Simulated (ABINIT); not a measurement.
# CaSiS3 (Pm-3m): from the cell to the phonon bands

How does CaSiS3 (Pm-3m) vibrate, and is this structure a minimum?

Calculated with ABINIT 10.8.3; DFT PBE, scalar-relativistic, plane waves, PseudoDojo norm-conserving pseudopotentials.

The structure was built from a prototype and need not be the compound's stable phase.

### 1. The structure

Symmetry: Pm-3m, No. 221, cubic system. The conventional cell has a = 4.390 Å, b = 4.390 Å, c = 4.390 Å, α = 90.00°, β = 90.00°, γ = 90.00°. Nearest to Ca lie 12 S at 3.10 Å. Si has 6 S at 2.20 Å nearest. S has 2 Si at 2.20 Å and 4 Ca at 3.10 Å nearest. Farther neighbours and most contacts between anions are not listed.

### 2. A probe with smearing

A first run with smearing and empty bands tells whether the crystal has a gap, which decides between fixed occupations and smearing later on.

Input file probe.abi:

```
# ground state
tolvrs 1.0d-08
prtden 1
prtwf 1

# basis, mesh and filling
ecut 28.0
ngkpt 4 4 4
nshiftk 1
shiftk 0.0 0.0 0.0
istwfk *1
occopt 7
tsmear 0.005
nband 24
nstep 100
diemac 9.0
prtebands 0
prtgsr 0
useylm 1

# cell and atoms
acell 8.296653578 8.296653578 8.296653578
rprim 
    1.0 0.0 0.0
    0.0 1.0 0.0
    0.0 0.0 1.0
ntypat 3
znucl 20 14 16
natom 5
typat 1 2 3 3 3
xred 
    0.0 0.0 0.0
    0.5 0.5 0.5
    0.5 0.5 0.0
    0.5 0.0 0.5
    0.0 0.5 0.5
pp_dirpath "./pseudo"
pseudos "Ca.upf, Si.upf, S.upf"
```

Run with:

```
> OMP_NUM_THREADS=1 mpirun -n 4 abinit probe.abi > probe.log
```

Numbers of over 12 decimals in the logs are rounded to 6 here.

probe.abo, the main output file:

```text
[banners, grids, parts of the stress and lines that vanish by symmetry left out]
- input  file    -> probe.abi
- output file    -> probe.abo
- root for input  files -> probei
[...]
Symmetries : space group Pm -3 m (#221); Bravais cP (primitive cubic)
[...]
mpw =        4076          nfft =       64000          nkpt =          10
[...]
== DATASET  1 ==================================================================
[...]
cutoff_energies: {ecut:  28.0, pawecutdg:  -1.0, }
[...]
ETOT  1  -76.018301207191    -7.602E+01 4.963E-02 6.587E+01
 ETOT  2  -76.063269775782    -4.497E-02 1.462E-02 2.166E+01
 ETOT  3  -76.070688146575    -7.418E-03 1.522E-02 5.383E-01
 ETOT  4  -76.070822426275    -1.343E-04 2.563E-03 4.823E-03
 ETOT  5  -76.070823458728    -1.032E-06 3.477E-03 2.054E-04
 ETOT  6  -76.070823521297    -6.257E-08 1.409E-03 2.501E-05
 ETOT  7  -76.070823527444    -6.147E-09 1.976E-03 1.274E-06
 ETOT  8  -76.070823527713    -2.689E-10 7.166E-04 9.972E-09
 At SCF step    8       vres2   =  9.97E-09 < tolvrs=  1.00E-08 =>converged.
[...]
sigma(1 1)= -5.05569581E-04  sigma(3 2)=  0.00000000E+00
  sigma(2 2)= -5.05569581E-04  sigma(3 1)=  0.00000000E+00
  sigma(3 3)= -5.05569581E-04  sigma(2 1)=  0.00000000E+00
[...]
convergence: {deltae: -2.689E-10, res2:  9.972E-09, residm:  7.166E-04, diffor: null, }
etotal    :  -7.60708235E+01
[...]
sigma(1 1)= -5.05569581E-04  sigma(3 2)=  0.00000000E+00
  sigma(2 2)= -5.05569581E-04  sigma(3 1)=  0.00000000E+00
  sigma(3 3)= -5.05569581E-04  sigma(2 1)=  0.00000000E+00
[...]
- sigma(1 1)= -1.48743706E+01  sigma(3 2)=  0.00000000E+00
- sigma(2 2)= -1.48743706E+01  sigma(3 1)=  0.00000000E+00
- sigma(3 3)= -1.48743706E+01  sigma(2 1)=  0.00000000E+00
[...]
fcart     -0.0000000000E+00 -0.0000000000E+00 -0.0000000000E+00
           strten     -5.0556958141E-04 -5.0556958141E-04 -5.0556958141E-04
================================================================================

[key lines of the parts left out:]
pressure_GPa:   1.4874E+01
```

Run time: 12 s. Hardware: 4 MPI ranks of Arm Neoverse V1, shared host; 48 s of CPU time.

This step gave:

- volume per atom: 16.93 Å³
- pressure: 14.87 GPa
- gap on the k-mesh: 0 eV

No gap opens on this mesh, so smearing is kept; the printed pressure holds the stress of the finite basis too.

### 3. Rough relaxation

The typed start is rough, so a first relaxation with smearing and loose thresholds takes it towards rest cheaply.

Input file prerelax.abi:

```
# relaxation
ionmov 2
optcell 2
dilatmx 1.15
chkdilatmx 0
ntime 40
tolmxf 3.0d-04
tolvrs 1.0d-10
prtwf 0
prtden 0
chksymtnons 0

# basis, mesh and filling
ecut 29.0
ecutsm 3.0
ngkpt 4 4 4
nshiftk 1
shiftk 0.0 0.0 0.0
istwfk *1
occopt 7
tsmear 0.005
nband 24
nstep 100
diemac 1000000.0
prtebands 0
prtgsr 0
useylm 1

# cell and atoms
acell 8.296653578 8.296653578 8.296653578
rprim 
    1.0 0.0 0.0
    0.0 1.0 0.0
    0.0 0.0 1.0
ntypat 3
znucl 20 14 16
natom 5
typat 1 2 3 3 3
xred 
    0.0 0.0 0.0
    0.5 0.5 0.5
    0.5 0.5 0.0
    0.5 0.0 0.5
    0.0 0.5 0.5
pp_dirpath "./pseudo"
pseudos "Ca.upf, Si.upf, S.upf"
```

Run with:

```
> OMP_NUM_THREADS=1 mpirun -n 4 abinit prerelax.abi > prerelax.log
```

prerelax.abo, the main output file:

```text
[banners, grids, parts of the stress and lines that vanish by symmetry left out]
- input  file    -> prerelax.abi
- output file    -> prerelax.abo
- root for input  files -> prerelaxi
[...]
Symmetries : space group Pm -3 m (#221); Bravais cP (primitive cubic)
[...]
mpw =        6500          nfft =      110592          nkpt =          10
[...]
== DATASET  1 ==================================================================
[...]
cutoff_energies: {ecut:  29.0, pawecutdg:  -1.0, }
[...]
ETOT  1  -76.016501945159    -7.602E+01 6.255E-02 1.140E+02
 ETOT  2  -76.065952344354    -4.945E-02 1.360E-02 2.366E+01
 ETOT  3  -76.070647327235    -4.695E-03 1.005E-02 5.827E-01
 ETOT  4  -76.070730303126    -8.298E-05 2.764E-03 5.959E-03
 ETOT  5  -76.070731582905    -1.280E-06 2.233E-03 4.355E-04
[...]
At SCF step   10       vres2   =  2.20E-11 < tolvrs=  1.00E-10 =>converged.
[...]
ETOT  8  -76.091742038445     3.268E-13 2.731E-07 3.498E-11
 At SCF step    8       vres2   =  3.50E-11 < tolvrs=  1.00E-10 =>converged.
[...]
sigma(1 1)= -1.75929701E-07  sigma(3 2)=  0.00000000E+00
  sigma(2 2)= -1.75929701E-07  sigma(3 1)=  0.00000000E+00
  sigma(3 3)= -1.75929701E-07  sigma(2 1)=  0.00000000E+00
[...]
convergence: {deltae:  3.268E-13, res2:  3.498E-11, residm:  2.731E-07, diffor: null, }
etotal    :  -7.60917420E+01
[...]
At Broyd/MD step   5, gradients are converged :
[...]
sigma(1 1)= -1.75929701E-07  sigma(3 2)=  0.00000000E+00
  sigma(2 2)= -1.75929701E-07  sigma(3 1)=  0.00000000E+00
  sigma(3 3)= -1.75929701E-07  sigma(2 1)=  0.00000000E+00
[...]
- sigma(1 1)= -5.17603051E-03  sigma(3 2)=  0.00000000E+00
- sigma(2 2)= -5.17603051E-03  sigma(3 1)=  0.00000000E+00
- sigma(3 3)= -5.17603051E-03  sigma(2 1)=  0.00000000E+00
[...]
fcart     -0.0000000000E+00 -0.0000000000E+00 -0.0000000000E+00
           strten     -1.7592970130E-07 -1.7592970129E-07 -1.7592970129E-07
================================================================================

[key lines of the parts left out:]
pressure_GPa:   5.1760E-03
Total energy (etotal) [Ha]= -7.60917420384451E+01
```

Elapsed: 83 s, on 4 MPI ranks; 5.5 min of CPU time.

The steps of the relaxation:

| step | energy less that of the first step (eV) | largest force (eV/Å) | volume (Å³) |
| --- | --- | --- | --- |
| 1 | 0.0000 | 0.0000 | 84.63 |
| 2 | -0.3013 | 0.0000 | 88.59 |
| 3 | -0.5638 | 0.0000 | 96.74 |
| 4 | -0.5716 | 0.0000 | 98.34 |
| 5 | -0.5717 | 0.0000 | 98.60 |

| conventional cell, symmetrised | before | after | change |
| --- | --- | --- | --- |
| a (Å) | 4.390 | 4.620 | +5.2 % |
| b (Å) | 4.390 | 4.620 | +5.2 % |
| c (Å) | 4.390 | 4.620 | +5.2 % |
| volume (Å³/atom) | 16.93 | 19.72 | +16.5 % |

The relaxed structure:

```xyz
5
Lattice="4.6198 0.0000 0.0000 0.0000 4.6198 0.0000 0.0000 0.0000 4.6198" Properties=species:S:1:pos:R:3 pbc="T T T"
Ca    0.0000    0.0000    0.0000
Si    2.3099    2.3099    2.3099
S     2.3099    2.3099    0.0000
S     2.3099    0.0000    2.3099
S     0.0000    2.3099    2.3099
```

Numbers from this step:

- volume per atom: 19.72 Å³
- pressure: 0.005176 GPa

The volume changes by +16.5 % in this run and stands +16.5 % from the first cell.

### 4. Rough relaxation

The cell changed much, so the rough relaxation is repeated on a basis made for the new cell.

prerelax.abi: that of step 3 with these lines changed.

```diff
@@ -29,3 +29,3 @@
 # cell and atoms
-acell 8.296653578 8.296653578 8.296653578
+acell 8.73016743 8.73016743 8.73016743
 rprim
```

prerelax.abo, the main output file:

```text
[banners, grids, parts of the stress and lines that vanish by symmetry left out]
- input  file    -> prerelax.abi
- output file    -> prerelax.abo
- root for input  files -> prerelaxi
[...]
Symmetries : space group Pm -3 m (#221); Bravais cP (primitive cubic)
[...]
mpw =        7596          nfft =      125000          nkpt =          10
[...]
== DATASET  1 ==================================================================
[...]
cutoff_energies: {ecut:  29.0, pawecutdg:  -1.0, }
[...]
ETOT  1  -76.026772904620    -7.603E+01 5.488E-02 1.820E+02
 ETOT  2  -76.077849741008    -5.108E-02 4.466E-02 7.213E+01
 ETOT  3  -76.091564284609    -1.371E-02 1.137E-02 1.071E+00
 ETOT  4  -76.091739780487    -1.755E-04 9.229E-03 1.567E-02
 ETOT  5  -76.091741734776    -1.954E-06 7.138E-03 1.179E-03
[...]
ETOT 10  -76.091741877112    -7.432E-12 5.783E-04 1.299E-10
 ETOT 11  -76.091741877107     5.357E-12 1.102E-03 2.704E-11
 At SCF step   11       vres2   =  2.70E-11 < tolvrs=  1.00E-10 =>converged.
[...]
sigma(1 1)= -1.78904438E-07  sigma(3 2)=  0.00000000E+00
  sigma(2 2)= -1.78904438E-07  sigma(3 1)=  0.00000000E+00
  sigma(3 3)= -1.78904438E-07  sigma(2 1)=  0.00000000E+00
[...]
convergence: {deltae:  5.357E-12, res2:  2.704E-11, residm:  1.102E-03, diffor: null, }
etotal    :  -7.60917419E+01
[...]
At Broyd/MD step   1, gradients are converged :
[...]
sigma(1 1)= -1.78904438E-07  sigma(3 2)=  0.00000000E+00
  sigma(2 2)= -1.78904438E-07  sigma(3 1)=  0.00000000E+00
  sigma(3 3)= -1.78904438E-07  sigma(2 1)=  0.00000000E+00
[...]
- sigma(1 1)= -5.26355030E-03  sigma(3 2)=  0.00000000E+00
- sigma(2 2)= -5.26355030E-03  sigma(3 1)=  0.00000000E+00
- sigma(3 3)= -5.26355030E-03  sigma(2 1)=  0.00000000E+00
[...]
fcart     -0.0000000000E+00 -0.0000000000E+00 -0.0000000000E+00
           strten     -1.7890443845E-07 -1.7890443845E-07 -1.7890443845E-07
================================================================================

[key lines of the parts left out:]
pressure_GPa:   5.2636E-03
Total energy (etotal) [Ha]= -7.60917418771070E+01
```

Elapsed: 26 s, on 4 MPI ranks.

Little changed from the start: no atom moved by 0.005 Å and no cell edge by 0.1 %.

Read from the output:

```
pressure : 0.005264 GPa
```

The volume changes by +0.0 % in this run and stands +16.5 % from the first cell.

### 5. Relaxation

The harmonic expansion needs vanishing forces, and a free crystal bears no stress, so cell and atoms are brought to rest. Stress is more sensitive to the basis than forces are: the last 3 Ha under the cutoff are smoothed with ecutsm, and the cutoff is raised above that of the later runs.

relax.abi, as its differences from prerelax.abi of step 4:

```diff
@@ -3,7 +3,6 @@
 optcell 2
-dilatmx 1.15
-chkdilatmx 0
+dilatmx 1.08
 ntime 40
-tolmxf 3.0d-04
-tolvrs 1.0d-10
+tolmxf 1.0d-05
+tolvrs 1.0d-14
 prtwf 0
@@ -13,5 +12,5 @@
 # basis, mesh and filling
-ecut 29.0
+ecut 35.0
 ecutsm 3.0
-ngkpt 4 4 4
+ngkpt 6 6 6
 nshiftk 1
@@ -19,4 +18,4 @@
 istwfk *1
-occopt 7
-tsmear 0.005
+occopt 6
+tsmear 0.01
 nband 24
```

Run with:

```
> OMP_NUM_THREADS=1 mpirun -n 4 abinit relax.abi > relax.log
```

relax.abo, the main output file:

```text
[banners, grids, parts of the stress and lines that vanish by symmetry left out]
- input  file    -> relax.abi
- output file    -> relax.abo
- root for input  files -> relaxi
[...]
Symmetries : space group Pm -3 m (#221); Bravais cP (primitive cubic)
[...]
mpw =        8340          nfft =      157464          nkpt =          20
[...]
== DATASET  1 ==================================================================
[...]
cutoff_energies: {ecut:  35.0, pawecutdg:  -1.0, }
[...]
ETOT  1  -76.019335678276    -7.602E+01 4.999E-02 2.518E+02
 ETOT  2  -76.077278929598    -5.794E-02 4.901E-02 9.021E+01
 ETOT  3  -76.090647607271    -1.337E-02 5.879E-03 3.152E-01
 ETOT  4  -76.090687634954    -4.003E-05 2.766E-03 1.136E-02
 ETOT  5  -76.090688736174    -1.101E-06 5.251E-03 8.934E-04
[...]
At SCF step   15       vres2   =  6.73E-16 < tolvrs=  1.00E-14 =>converged.
[...]
sigma(1 1)= -2.30106776E-07  sigma(3 2)=  0.00000000E+00
  sigma(2 2)= -2.30106776E-07  sigma(3 1)=  0.00000000E+00
  sigma(3 3)= -2.30106776E-07  sigma(2 1)=  0.00000000E+00
[...]
convergence: {deltae:  5.414E-12, res2:  6.729E-16, residm:  6.845E-04, diffor: null, }
etotal    :  -7.60906888E+01
[...]
ETOT  1  -76.090688845103    -7.609E+01 1.185E-03 1.954E-05
[...]
At SCF step    8       vres2   =  7.41E-15 < tolvrs=  1.00E-14 =>converged.
[...]
sigma(1 1)= -1.80345223E-07  sigma(3 2)=  0.00000000E+00
  sigma(2 2)= -1.80345223E-07  sigma(3 1)=  0.00000000E+00
  sigma(3 3)= -1.80345223E-07  sigma(2 1)=  0.00000000E+00
[...]
convergence: {deltae:  2.018E-12, res2:  7.409E-15, residm:  6.651E-05, diffor: null, }
etotal    :  -7.60906888E+01
[...]
ETOT  1  -76.090688830147    -7.609E+01 5.394E-05 2.567E-04
[...]
ETOT  8  -76.090688851248     2.345E-12 4.480E-05 9.503E-14
 ETOT  9  -76.090688851248    -1.847E-13 2.064E-05 7.909E-15
 At SCF step    9       vres2   =  7.91E-15 < tolvrs=  1.00E-14 =>converged.
[...]
sigma(1 1)= -1.77978778E-11  sigma(3 2)=  0.00000000E+00
  sigma(2 2)= -1.77978747E-11  sigma(3 1)=  0.00000000E+00
  sigma(3 3)= -1.77978830E-11  sigma(2 1)=  0.00000000E+00
[...]
convergence: {deltae: -1.847E-13, res2:  7.909E-15, residm:  2.064E-05, diffor: null, }
etotal    :  -7.60906889E+01
[...]
At Broyd/MD step   3, gradients are converged :
[...]
sigma(1 1)= -1.77978778E-11  sigma(3 2)=  0.00000000E+00
  sigma(2 2)= -1.77978747E-11  sigma(3 1)=  0.00000000E+00
  sigma(3 3)= -1.77978830E-11  sigma(2 1)=  0.00000000E+00
[...]
- sigma(1 1)= -5.23631642E-07  sigma(3 2)=  0.00000000E+00
- sigma(2 2)= -5.23631553E-07  sigma(3 1)=  0.00000000E+00
- sigma(3 3)= -5.23631795E-07  sigma(2 1)=  0.00000000E+00
[...]
fcart     -0.0000000000E+00 -0.0000000000E+00 -0.0000000000E+00
           strten     -1.7797877755E-11 -1.7797874719E-11 -1.7797882959E-11
================================================================================

[key lines of the parts left out:]
pressure_GPa:   5.2363E-07
Total energy (etotal) [Ha]= -7.60906888512480E+01
```

Run time: 2.2 min. Hardware: 4 MPI ranks.

Little changed from the start: no atom moved by 0.005 Å and no cell edge by 0.1 %.

Read from the output:

```yaml
pressure: 5.24e-7 GPa
```

The volume changes by +0.0 % in this run and stands +16.5 % from the first cell.

### 6. Self-consistent run for the response

First-order wavefunctions inherit every error of the ground state, hence the very tight tolvrs. Smearing stays on, as the first look found no gap above 0.3 eV.

Input file gs.abi:

```
# ground state
tolvrs 1.0d-16
prtden 1
prtwf 1

# basis, mesh and filling
ecut 28.0
ngkpt 6 6 6
nshiftk 1
shiftk 0.0 0.0 0.0
istwfk *1
occopt 6
tsmear 0.01
nband 24
nstep 100
diemac 1000000.0
prtebands 0
prtgsr 0
useylm 1

# cell and atoms
acell 8.730446133 8.730446133 8.730446133
rprim 
    1.0 0.0 0.0
    0.0 1.0 0.0
    0.0 0.0 1.0
ntypat 3
znucl 20 14 16
natom 5
typat 1 2 3 3 3
xred 
    0.0 0.0 0.0
    0.5 0.5 0.5
    0.5 0.5 0.0
    0.5 0.0 0.5
    0.0 0.5 0.5
pp_dirpath "./pseudo"
pseudos "Ca.upf, Si.upf, S.upf"
```

Run with:

```
> OMP_NUM_THREADS=1 mpirun -n 4 abinit gs.abi > gs.log
```

gs.abo, the main output file:

```text
[banners, grids, parts of the stress and lines that vanish by symmetry left out]
- input  file    -> gs.abi
- output file    -> gs.abo
- root for input  files -> gsi
[...]
Symmetries : space group Pm -3 m (#221); Bravais cP (primitive cubic)
[...]
mpw =        4752          nfft =       91125          nkpt =          20
[...]
== DATASET  1 ==================================================================
[...]
cutoff_energies: {ecut:  28.0, pawecutdg:  -1.0, }
[...]
ETOT  1  -76.019890076481    -7.602E+01 4.709E-02 1.451E+02
 ETOT  2  -76.077017581945    -5.713E-02 2.269E-02 5.168E+01
 ETOT  3  -76.090267281519    -1.325E-02 1.475E-02 1.778E-01
 ETOT  4  -76.090313550217    -4.627E-05 8.685E-03 7.783E-03
 ETOT  5  -76.090314977104    -1.427E-06 1.146E-02 4.720E-04
[...]
ETOT 15  -76.090315089140     6.111E-13 4.227E-04 1.120E-16
 ETOT 16  -76.090315089136     3.453E-12 2.358E-04 6.207E-17
 At SCF step   16       vres2   =  6.21E-17 < tolvrs=  1.00E-16 =>converged.
[...]
sigma(1 1)=  5.48057322E-06  sigma(3 2)=  0.00000000E+00
  sigma(2 2)=  5.48057322E-06  sigma(3 1)=  0.00000000E+00
  sigma(3 3)=  5.48057322E-06  sigma(2 1)=  0.00000000E+00
[...]
convergence: {deltae:  3.453E-12, res2:  6.207E-17, residm:  2.358E-04, diffor: null, }
etotal    :  -7.60903151E+01
[...]
sigma(1 1)=  5.48057322E-06  sigma(3 2)=  0.00000000E+00
  sigma(2 2)=  5.48057322E-06  sigma(3 1)=  0.00000000E+00
  sigma(3 3)=  5.48057322E-06  sigma(2 1)=  0.00000000E+00
[...]
- sigma(1 1)=  1.61244031E-01  sigma(3 2)=  0.00000000E+00
- sigma(2 2)=  1.61244031E-01  sigma(3 1)=  0.00000000E+00
- sigma(3 3)=  1.61244031E-01  sigma(2 1)=  0.00000000E+00
[...]
fcart     -0.0000000000E+00 -0.0000000000E+00 -0.0000000000E+00
           strten      5.4805732224E-06  5.4805732224E-06  5.4805732224E-06
================================================================================

[key lines of the parts left out:]
pressure_GPa:  -1.6124E-01
```

Elapsed: 40 s, on 4 MPI ranks.

This step gave:

```yaml
pressure: -0.1612 GPa
```

The cell stands at -0.16 GPa: the relaxation ran with a smoothed and higher cutoff, and the difference is a stress of the finite basis.

[end of part 1 of 6]

[Host names and launcher messages were left out of these logs when they were recorded.]

[Logs are printed without paths, hosts, clocks, repeated set-up lines and the standing remarks that a program may print on its own settings, such as how far it seeks lower states.]

[Hosts, paths, dates, database ids (printed as entryN), source tags and the programs' standing remarks are cut or masked in the printed files.]
